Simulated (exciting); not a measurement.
CaSnF4, space group P4/mmm, F K edge of atom 3, with 2 Ca at 2.42 Å and 2 Sn at 2.52 Å (distorted tetrahedral, site symmetry 2mm); the tensor is averaged over the atoms equivalent by symmetry. Method: exciting, all-electron LAPW+lo, LDA, exchange and screened direct term (singlet BSE), 4×4×2 shifted k points, 37 conduction bands, |G+q| up to 3 bohr⁻¹, full RPA screening with nempty = 66, Lorentzian half width 0.45 eV.

```xyz
6
Lattice="4.0045 0.0000 0.0000 0.0000 4.0045 0.0000 0.0000 0.0000 5.7805" Properties=species:S:1:pos:R:3 pbc="T T T"
Sn    2.0023    2.0023    0.0000
Ca    0.0000    0.0000    2.8902
F     0.0000    2.0023    1.5361
F     0.0000    2.0023    4.2444
F     2.0023    0.0000    4.2444
F     2.0023    0.0000    1.5361
```

Energy from the Kohn–Sham onset, core level to the lowest empty state found on the meshes used; scaled to the maximum of the polarisation mean:

```tsv
E (eV)	curve 1	curve 2
-5.5	0.02	0.02
-5.0	0.03	0.02
-4.5	0.04	0.03
-4.0	0.05	0.04
-3.5	0.08	0.05
-3.0	0.12	0.07
-2.5	0.25	0.11
-2.0	0.67	0.20
-1.5	0.93	0.48
-1.0	0.51	1.14
-0.5	0.41	0.96
0.0	0.37	0.54
0.5	0.43	0.44
1.0	0.53	0.46
1.5	0.72	0.43
2.0	0.95	0.61
2.5	0.53	0.59
3.0	0.38	0.31
3.5	0.38	0.30
4.0	0.32	0.30
4.5	0.21	0.31
5.0	0.19	0.31
5.5	0.17	0.29
6.0	0.14	0.25
6.5	0.15	0.26
7.0	0.16	0.22
7.5	0.20	0.22
8.0	0.30	0.35
8.5	0.33	0.37
9.0	0.36	0.33
9.5	0.34	0.34
10.0	0.34	0.34
10.5	0.38	0.40
11.0	0.40	0.41
11.5	0.43	0.45
12.0	0.34	0.35
12.5	0.28	0.24
13.0	0.22	0.18
13.5	0.18	0.14
14.0	0.20	0.13
14.5	0.21	0.14
15.0	0.22	0.14
15.5	0.21	0.14
16.0	0.19	0.15
16.5	0.17	0.21
17.0	0.17	0.20
17.5	0.18	0.19
18.0	0.18	0.16
18.5	0.21	0.13
19.0	0.18	0.12
19.5	0.21	0.14
20.0	0.26	0.16
20.5	0.22	0.21
```

**Question.** The curves are the diagonal elements of Im ε for ε ∥ c and ⊥ c. Which is which?

Curve 1: ε ∥ c, maxima -1.7 eV (1.03), 1.9 eV (0.98) and 11.5 eV (0.43); 5 lower ones aren't listed. Curve 2: ε ⊥ c, maxima -0.9 eV (1.27), 1.0 eV (0.46) and 2.2 eV (0.72); 5 lower ones aren't listed. A K edge probes the empty p states along ε, which follow the bonds' lengths and directions.

[Banner, clock and machine lines of the logs are left out without a mark of their own.]

[Logs are printed without paths, hosts, clocks, repeated set-up lines and the standing remarks that a program may print on its own settings, such as how far it seeks lower states.]

[Hosts, paths, dates, database ids (printed as entryN), source tags and the programs' standing remarks are cut or masked in the printed files.]
